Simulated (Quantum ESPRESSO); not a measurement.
# Constrained canting in MnI2, part 3 of 3

Wanted: bilinear and biquadratic couplings of MnI2 from constrained non-collinear runs.

Quantum ESPRESSO 7.5; LDA with U = 4 eV on Mn d (ortho-atomic projectors); plane waves with GBRV 1.5 LDA potentials, no spin-orbit coupling.

So far, largest spin moment in the atom's sphere (μB): step 2 (the collinear order that defines the sublattices) 4.61; step 3 (the parallel state in the same cell) 4.62; step 4 (angle 0°, no penalty) 4.62; step 5 (angle 30°, lambda 1 Ry) 4.62.

The database entry behind the starting cell has ideal inner coordinates that were not refined, so it need not match the best structure at ambient conditions.

## (7) Angle 90°, lambda 1 Ry

Input file pw.in:

```
&CONTROL
  calculation = 'scf'
  prefix = 'pwscf'
  outdir = './tmp'
  pseudo_dir = './pseudo'
  disk_io = 'nowf'
/
&SYSTEM
  ibrav = 0
  celldm(1) = 8
  nat = 6
  ntyp = 4
  ecutwfc = 34
  ecutrho = 238
  nbnd = 78
  occupations = 'smearing'
  smearing = 'fd'
  degauss = 0.00734986
  noncolin = .true.
  starting_magnetization(1) = 0.3073
  angle1(1) = 45
  angle2(1) = 0
  starting_magnetization(2) = 0.3073
  angle1(2) = 45
  angle2(2) = 180
  starting_magnetization(3) = 0.0059
  angle1(3) = 14.036
  angle2(3) = 180
  starting_magnetization(4) = 0.0059
  angle1(4) = 14.036
  angle2(4) = 0
  constrained_magnetization = 'atomic direction'
  lambda = 1
  nosym = .true.
/
&ELECTRONS
  conv_thr = 6d-08
  electron_maxstep = 150
  mixing_beta = 0.3
/
ATOMIC_SPECIES
Mn1    54.9380 mn_lda_v1.5.uspp.F.UPF
Mn2    54.9380 mn_lda_v1.5.uspp.F.UPF
I1    126.9045 i_lda_v1.uspp.F.UPF
I2    126.9045 i_lda_v1.uspp.F.UPF
CELL_PARAMETERS alat
   0.9826575848054    0.0000000000000    0.0000000000000
  -0.9826575848054    1.7020128633054    0.0000000000000
   0.0000000000000    0.0000000000000    1.6109915212435
ATOMIC_POSITIONS crystal
Mn1     0.0000000000    0.0000000000    0.0000000000
Mn2     0.0000000000    0.5000000000    0.0000000000
I1      0.3333333333    0.3333333334    0.2500000000
I2      0.3333333333    0.8333333333    0.2500000000
I2      0.6666666667    0.1666666666    0.7500000000
I1      0.6666666667    0.6666666666    0.7500000000
K_POINTS automatic
4 2 2 0 0 0
HUBBARD {ortho-atomic}
U Mn1-3d 4.0000
U Mn2-3d 4.0000
```

Command:

```console
$ OMP_NUM_THREADS=1 mpirun -n 4 pw.x -nk 2 -in pw.in > pw.out
```

What it wrote:

```text
     [... lines left out ...]
Program PWSCF v.7.5 starts
     [... lines left out ...]
     number of atoms/cell      =            6
     [... lines left out ...]
     number of electrons       =        58.00
     number of Kohn-Sham states=           78
     kinetic-energy cutoff     =      34.0000  Ry
     charge density cutoff     =     238.0000  Ry
     scf convergence threshold =      6.0E-08
     [... lines left out ...]
     Noncollinear calculation without spin-orbit
     [... lines left out ...]
     No symmetry found
     [... lines left out ...]
     number of k points=    16  Fermi-Dirac smearing, width (Ry)=  0.0073
     [... lines left out ...]
     iteration #133     ecut=    34.00 Ry     beta= 0.30
     [... lines left out ...]
     Error in routine c_bands (1):
     too many bands are not converged
 %%%%%%%%%%%%%%%%%%%%%%%%%%%%%%%%%%%%%%%%%%%%%%%%%%%%%%%%%%%%%%%%%%%%%%%%%%%%%%
     stopping ...
[key lines of the parts left out:]
total magnetization       =    -9.69    18.64    25.99 Bohr mag/cell
total energy              =   -3226.18036876 Ry
```

Elapsed: 62 min, on 4 MPI ranks of Arm Neoverse V1, shared host; peak memory 0.93 GiB.

Residual by cycle:

cycle, log10 residual and a bar from the least value:
```
        1        0.7 ############
       13        2.3 #####################
       25        3.7 #############################
       37        0.4 ##########
       49        3.8 ##############################
       61        2.7 #######################
       72       -0.5 ####
       84       -1.3 
       96        2.1 ###################
      108        3.6 #############################
      120        3.9 ##############################
      132        3.6 #############################
```

No converged result was reached; the numbers in the log don't describe the system.

After 132 cycles the residual stands at 4368, against 3.4 at cycle 67 and a least value of 0.042.

The program's message: “c_bands (1): too many bands are not converged”

## (8) Angle 180°, no penalty

Input file pw.in:

```
&CONTROL
  calculation = 'scf'
  prefix = 'pwscf'
  outdir = './tmp'
  pseudo_dir = './pseudo'
  disk_io = 'nowf'
/
&SYSTEM
  ibrav = 0
  celldm(1) = 8
  nat = 6
  ntyp = 3
  ecutwfc = 34
  ecutrho = 238
  nbnd = 78
  occupations = 'smearing'
  smearing = 'fd'
  degauss = 0.00734986
  noncolin = .true.
  starting_magnetization(1) = 0.3073
  angle1(1) = 90
  angle2(1) = 0
  starting_magnetization(2) = 0.3073
  angle1(2) = 90
  angle2(2) = 180
  starting_magnetization(3) = 0
  nosym = .true.
/
&ELECTRONS
  conv_thr = 6d-08
  electron_maxstep = 150
  mixing_beta = 0.3
/
ATOMIC_SPECIES
Mn1    54.9380 mn_lda_v1.5.uspp.F.UPF
Mn2    54.9380 mn_lda_v1.5.uspp.F.UPF
I     126.9045 i_lda_v1.uspp.F.UPF
CELL_PARAMETERS alat
   0.9826575848054    0.0000000000000    0.0000000000000
  -0.9826575848054    1.7020128633054    0.0000000000000
   0.0000000000000    0.0000000000000    1.6109915212435
ATOMIC_POSITIONS crystal
Mn1     0.0000000000    0.0000000000    0.0000000000
Mn2     0.0000000000    0.5000000000    0.0000000000
I       0.3333333333    0.3333333334    0.2500000000
I       0.3333333333    0.8333333333    0.2500000000
I       0.6666666667    0.1666666666    0.7500000000
I       0.6666666667    0.6666666666    0.7500000000
K_POINTS automatic
4 2 2 0 0 0
HUBBARD {ortho-atomic}
U Mn1-3d 4.0000
U Mn2-3d 4.0000
```

What it wrote:

```text
     [... lines left out ...]
Program PWSCF v.7.5 starts
     [... lines left out ...]
     number of atoms/cell      =            6
     [... lines left out ...]
     number of electrons       =        58.00
     number of Kohn-Sham states=           78
     kinetic-energy cutoff     =      34.0000  Ry
     charge density cutoff     =     238.0000  Ry
     scf convergence threshold =      6.0E-08
     [... lines left out ...]
     Noncollinear calculation without spin-orbit
     [... lines left out ...]
     No symmetry found
     [... lines left out ...]
     number of k points=    16  Fermi-Dirac smearing, width (Ry)=  0.0073
     [... lines left out ...]
     iteration #  9     ecut=    34.00 Ry     beta= 0.30
     [... lines left out ...]
     atom number    1 relative position :    0.0000   0.0000   0.0000
     [... lines left out ...]
     magnetization :          4.608043   -0.000076   -0.000050
     [... lines left out ...]
     atom number    2 relative position :   -0.4913   0.8510   0.0000
[...]
magnetization :         -4.608039    0.000049    0.000000
[...]
atom number    3 relative position :   -0.0000   0.5673   0.4027
[...]
magnetization :         -0.014878    0.000000    0.000000
     [... lines left out ...]
     atom number    4 relative position :   -0.4913   1.4183   0.4027
     [... lines left out ...]
     magnetization :          0.014876   -0.000000   -0.000000
     [... lines left out ...]
     atom number    5 relative position :    0.4913   0.2837   1.2082
     [... lines left out ...]
     magnetization :          0.014876   -0.000000   -0.000000
     [... lines left out ...]
     atom number    6 relative position :    0.0000   1.1347   1.2082
     [... lines left out ...]
     magnetization :         -0.014878    0.000000   -0.000000
     [... lines left out ...]
     Tr[ns(  1)] (up, down, total) =   2.62880  2.62885  5.25764
     [... lines left out ...]
     Tr[ns(  2)] (up, down, total) =   2.62883  2.62883  5.25765
     [... lines left out ...]
     the Fermi energy is     5.4692 ev
!    total energy              =    -681.11949298 Ry
     estimated scf accuracy    <       0.00000005 Ry
     smearing contrib. (-TS)   =      -0.00000027 Ry
     [... lines left out ...]
     total magnetization       =    -0.00    -0.00    -0.00 Bohr mag/cell
     absolute magnetization    =     9.74 Bohr mag/cell
     convergence has been achieved in   9 iterations
```

Run time: 81 s. Hardware: 4 MPI ranks; peak memory 0.91 GiB.

This step gave:

```yaml
smearing_term_ts: 3.68e-6 eV
magnetization: 0, 0, 0 μB
absolute_magnetization: 9.738 μB
final_state: antiferromagnetic
largest_moment: 4.608 μB
```

## (9) E(θ)

Not every run of the table is shown above.

Canting:

| lambda (Ry) | typed angle (degrees) | final angle (degrees) | energy less that at the first angle (meV a seeded atom) | penalty energy, not in the total (meV a cell) | largest site moment (μB) | CPU time (s) |
| --- | --- | --- | --- | --- | --- | --- |
| - | 0 | 0 | 0 | 0 | 4.621 | 355 |
| 1 | 30 | 29.95 | 0.07842 | 0.01769 | 4.62 | 352.3 |
| - | 180 | 180 | 1.015 | 0 | 4.608 | 324.6 |

## (10) Summary of results

- angle of lowest energy: 0°
- range of the energy: 1.01 meV a seeded atom
- range of the largest moment: 4.61 to 4.62 μB

**Reading.** The penalty holds the angles within 0.1° of the typed ones. Too few angles finished for a fit. The largest moment changes by 0.28 % over the angles. The run at 60° with lambda 1 Ry did not converge and is not in the table. The run at 90° with lambda 1 Ry did not converge and is not in the table. The whole range is under 10 meV, which the mesh and the functional can turn round. This holds for the two sublattices of this cell; other orders were not tried. Without spin–orbit coupling only the angle between the moments matters. The mesh is coarse, so differences of some ten meV can be noise where moments are itinerant. Energies are free energies at an electronic temperature of 1160 K, which lowers moments and differences where the moments are itinerant. The cutoff lies under the 40 Ry that these files are usually run at.

[Logs and program files are shortened in this print: banners, set-up blocks, solver, clock and traceback lines can be left out without a mark of their own.]

[Logs are printed without paths, hosts, clocks, repeated set-up lines and the standing remarks that a program may print on its own settings, such as how far it seeks lower states.]

[Hosts, paths, dates, database ids (printed as entryN), source tags and the programs' standing remarks are cut or masked in the printed files.]

[Where a cell is said to come from a database of computed structures, the database is the Materials Project.]
